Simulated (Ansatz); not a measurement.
## SbP (model cell, started as CsCl type): phonons and vibrational spectra

Wanted: vibrations and spectra of SbP (model cell, started as CsCl type); the cell is already relaxed. After the zone centre comes a 4×4×4 q mesh on a 12×12×12 k mesh.

Calculated with Ansatz 0.2.0; DFT PBEsol, scalar-relativistic, plane waves, PAW.

The structure was built from a prototype and need not be the compound's stable phase.

## Step 1: Starting point

It takes space group Pm-3m (No. 221, cubic). Conventional cell: a = 3.407 Å, b = 3.407 Å, c = 3.407 Å, α = 90.00°, β = 90.00°, γ = 90.00°. Nearest to Sb lie 8 P at 2.95 Å. Nearest to P lie 8 Sb at 2.95 Å. Farther neighbours are not listed.

## Step 2: Linear response at the zone centre

The cell comes from relaxations at this level that are not shown. The zone centre comes first: it holds the modes that light can see, as far as symmetry allows. No field response is asked, since the mesh shows no gap.

Contents of input.yaml:

```yaml
crystal:
  lattice:
    - [3.4073349826, 0.0, 0.0]
    - [0.0, 3.4073349826, 0.0]
    - [0.0, 0.0, 3.4073349826]
  atoms:
    - { symbol: Sb, position: [0.0, 0.0, 0.0] }
    - { symbol: P, position: [0.5, 0.5, 0.5] }
kpoints:
  mp_grid: { grid: [12, 12, 12] }
hamiltonian:
  xc: pbesol
scf:
  occupations: { method: methfessel_paxton, width: 0.15 }
output:
  eigenvalues: true
phonons:
  method: dfpt
```

Command:

```sh
$ ansatz run input.yaml --threads 4 --pin off --max-ram 7168MiB --backend cpu --events-out ev --progress --plain --runs-dir out
```

Numbers of over 12 decimals in the logs are rounded to 6 here.

What it wrote:

```text
Engine: ansatz 0.2.0, aarch64-unknown-linux-gnu
Pseudopotentials: kind: paw
Pseudopotential: Sb, paw, valence charge 15, recommended cutoff 420 eV (normal), Sb.paw.azcp
Pseudopotential: P, paw, valence charge 5, recommended cutoff 420 eV (normal), P.paw.azcp
Functional definition: PBEsol
  exchange = pbesol_x
  correlation = pbesol_c
Crystal: 2 atoms, lattice volume = 39.559 Å³
Basis set: ecut = 420 eV, 751 PW (Γ), exchange–correlation on 48×48×48 points (8 copies of the dense FFT grid, shifted against one another)
Bands: 14, of which v1, the nominal top of the filled ones, is band 10 counted from 1 (9 counted from 0)
Symmetry: 48 space group operations
k-points: 196 of 1728 (irreducible under 8 space group operations, time reversal used)
Non-local potential: Sb, projectors of the file, l = 0: 2, l = 1: 2, l = 2: 2, l = 3: 2
Non-local potential: P, projectors of the file, l = 0: 2, l = 1: 2, l = 2: 2
PAW form: soft (Blöchl's): semilocal exchange-correlation on the pseudo side does not see the compensation charge
PAW frozen core: Sb, regenerated for the run's functional, and the local potential with it (the file was generated under x = pbe(κ = 0.804, μ = 0.219515), c = pbe(β = 0.066725))
PAW frozen core: P, regenerated for the run's functional, and the local potential with it (the file was generated under x = pbe(κ = 0.804, μ = 0.219515), c = pbe(β = 0.066725))
PAW one-centre angular grid: Sb, 590 points (default); XC on 64 Gauss nodes
PAW one-centre angular grid: P, 110 points (default); XC on 64 Gauss nodes
Initial density: superposition of atomic densities (neutral atoms: chi_scale 0, normalization atom), corrected by the library's trained network
Initial wavefunctions: pseudopotential atomic-orbital guess
Functional: x = pbesol(κ = 0.804, μ = 0.123457), c = pbesol(β = 0.046)
SCF iter   1: F=—  HF=-7147.366557 eV  |F-HF|=—  |Δ(HF+E_count)|=         —  Δρ=7.32e-3  dr2=4.40e-2  ethr=1.77e-3  ⟨swp⟩=5.3  Hψ=15765  notcnv=0
preconditioner: auto → none  [metal: Δε(μ)=0.016 eV  Ē_g=9.622 eV  σ=0.150 eV  W_gap=0.09  n_scr=6 (ndim 8)  ℏωp=18.7 eV  f_vac=0.000  D(μ)=1.07/eV (n_scr^D=6)  sad-step TF]
SCF iter   2: F=—  HF=-7147.361216 eV  |F-HF|=—  |Δ(HF+E_count)|=   5.34e-3  S|Δr|=    0.00e0  Δρ=5.70e-3  dr2=2.81e-2  ethr=2.20e-4  ⟨swp⟩=1.0  Hψ=4320  notcnv=0
SCF iter   3: F=—  HF=-7147.354170 eV  |F-HF|=—  |Δ(HF+E_count)|=   7.05e-3  S|Δr|=    0.00e0  Δρ=1.85e-3  dr2=3.01e-3  ethr=1.40e-4  ⟨swp⟩=1.1  Hψ=2743  notcnv=0
SCF iter   4: F=—  HF=-7147.353589 eV  |F-HF|=—  |Δ(HF+E_count)|=   5.82e-4  S|Δr|=    0.00e0  Δρ=2.61e-4  dr2=3.04e-5  ethr=1.50e-5  ⟨swp⟩=2.0  Hψ=3413  notcnv=0
SCF iter   5: F=—  HF=-7147.353575 eV  |F-HF|=—  |Δ(HF+E_count)|=   1.37e-5  S|Δr|=    0.00e0  Δρ=7.78e-5  dr2=7.77e-7  ethr=1.52e-7  ⟨swp⟩=2.0  Hψ=4666  notcnv=0
SCF iter   6: F=—  HF=-7147.353575 eV  |F-HF|=—  |Δ(HF+E_count)|=   2.35e-7  S|Δr|=    0.00e0  Δρ=1.25e-5  dr2=1.27e-7  ethr=3.89e-9  ⟨swp⟩=2.0  Hψ=4717  notcnv=0
SCF iter   7: F=—  HF=-7147.353575 eV  |F-HF|=—  |Δ(HF+E_count)|=   3.38e-8  S|Δr|=    0.00e0  Δρ=2.10e-6  dr2=3.77e-9  ethr=6.33e-10  ⟨swp⟩=1.8  Hψ=3188  notcnv=0
SCF iter   8: F=—  HF=-7147.353575 eV  |F-HF|=—  |Δ(HF+E_count)|=  9.52e-10  S|Δr|=    0.00e0  Δρ=2.25e-7  dr2=3.20e-11  ethr=1.88e-11  ⟨swp⟩=2.0  Hψ=3364  notcnv=0
SCF iter   9: F=-7147.353575 eV  HF=-7147.353575 eV  |F-HF|=3.64e-12  |Δ(HF+E_count)|=  9.09e-12  S|Δr|=    0.00e0  Δρ=2.13e-8  dr2=1.96e-13  ethr=1.00e-12  ⟨swp⟩=8.0  Hψ=14287  notcnv=0
SCF 1 converged in 9 iterations: F = -7147.353575 eV  dr2 = 1.96e-13
  greatest PAW one-centre occupation: 0.997 electrons in one spin orbital (limit 2), on the Sb atom at site 0 (counted from 0), in its partial waves of l = 2
DFPT response loops at Γ: preconditioner auto → Kerker (q_TF=auto, 2.435 Å⁻¹) (partly filled bands, converged f_vac=0.000); β = 1.00, the filter's whole step (`scf.mixing.beta` (0.50) is not read by the response loops under this deck's `scf.mixing.preconditioner`; to damp them name `kerker` or `kerker_dos`, under which they read `scf.mixing.beta`, and type it under 1.00, their step now; both keys bind the ground state too); Broyden in place of MSR1
SCF converged after 9 iterations
Stability not checked: this state was not tested for a lower state beside it, because cold or Methfessel-Paxton smearing, or corrected tetrahedra, fill the levels in a way that the test cannot read (fill_not_monotonic; see scf.lower_state_search)
Free energy (F): -7147.353575 eV
Harris-Foulkes:  -7147.353575 eV  (|F-HF|=3.64e-12)
Internal energy: -7147.353937 eV  (E = F + TS)
E sigma→0 (E₀):  -7147.353665 eV
Entropy (-TS):   0.000362 eV (0.181 meV/atom)
Fermi energy:    11.929160 eV
--- Per-component energies (eV) ---
  E_band       = -111.410792
  E_kinetic    = 276.930024
  E_local      = -1507.055897  (includes V_loc(G=0)·N_el)
  E_nonlocal   = 397.735419
  E_hartree    = 689.584063
  E_xc         = -198.916637
  E_vxc        = -157.891153  (∫ρ·V_xc dr)
  E_paw        = -5053.002691  (= ΣΔE_a)
  E_vpaw       = -500.297327  (= ΣTr[D̂ρ^β])
  E_aug_tail   = 0.000001  (compensation charges beyond the density's cutoff)
  E_ewald      = -1753.006171
  E_core_change = 0.377953  (= ΣΔE_core)
  E_smearing   = 0.000362  (= −TS)
  E_closure    = -0.000000  (closes the sum)
  Σ components = -7147.353575   (vs F -7147.353575, Δ=0.00e0)
--- Band table (eV; the first three rows and the last of 196) ---
  k-point 0: bands = [... 6 lower, 6.9155, 9.6852, 9.6852, 9.6852, 14.9456, 14.9456, 18.5027, 18.5027]
  k-point 1: bands = [... 6 lower, 6.4993, 9.7283, 9.7716, 9.7716, 15.0222, 15.4907, 18.1563, 18.1733]
  k-point 2: bands = [... 6 lower, 5.4795, 9.9138, 10.0284, 10.0284, 15.2511, 16.4087, 17.3301, 17.3301]
  k-point 195: bands = [... 6 lower, 5.0699, 8.5798, 8.5798, 8.5798, 8.7281, 8.7281, 8.7281, 28.0563]
--- Phonons (Γ-DFPT): 2 representative perturbations + reference, on 196 of 1728 k-points (Σ response iterations 5) ---
  k mesh reduced under 8 symmetry operations, with k and −k counted as one. Each operation leaves every solved perturbation unchanged. A smaller set is not used because it would not reduce the number of displacements times k-points to solve
  ASR residual: 2.028e-5 → 0.000e0 eV/Å²; symmetrization residual: 3.447e-6 eV/Å²
  ASR residual per site (eV/Å²): 8.48e-6 2.03e-5
  Γ frequencies (cm⁻¹): -45.15 -45.15 -45.15 0.00 0.00 0.00
  non-analytic LO–TO correction: not included (Born effective charges unavailable; polar crystals: no LO–TO splitting at Γ)
```

Elapsed: 5.8 s, on 4 threads of Arm Neoverse V2, shared host; peak memory 0.63 GiB; 21 s of CPU time.

Reading the cycles: dr2 is the Hartree energy of the density residual (eV), the measure of convergence; HF is the Harris–Foulkes estimate of the energy, which meets the free energy F at convergence.

This step gave:

```yaml
volume_per_atom: 19.78 Å³
gap_on_the_k_mesh: 0 eV
sum_rule_residual_before_enforcement: 2.03e-5 eV/Å²
point_group: m-3m
highest_optical_mode_at_the_zone_centre_no_lo_to_term: -45.15 cm⁻¹
lowest_optical_zone_centre_mode: -45.15 cm⁻¹
```

Patterns of degenerate modes are one choice out of their space. Modes at Γ, with each element's share of the kinetic energy (negative means imaginary):

```
mode  frequency (cm⁻¹)  symmetry  Sb %  P %
   1             -45.1       T1u    20   80
   2             -45.1       T1u    20   80
   3             -45.1       T1u    20   80
   4               0.0  acoustic    80   20
   5               0.0  acoustic    80   20
   6               0.0  acoustic    80   20
```

Displacements in mode 3 (-45.1 cm⁻¹), the largest set to 1:
```
Sb1  0.00  0.00 -0.25
P2   0.00  0.00  1.00
```

Before it was imposed, the acoustic sum rule was missed by 2.0e-5 eV/Å². Small misses are needed for a sound result but don't prove that mesh and cutoff are converged. The lowest optical mode is imaginary, 45.1i cm⁻¹, so the energy falls along it.

[end of part 1 of 2]

[Logs are printed without paths, hosts, clocks, repeated set-up lines and the standing remarks that a program may print on its own settings, such as how far it seeks lower states.]

[Hosts, paths, dates, database ids (printed as entryN), source tags and the programs' standing remarks are cut or masked in the printed files.]
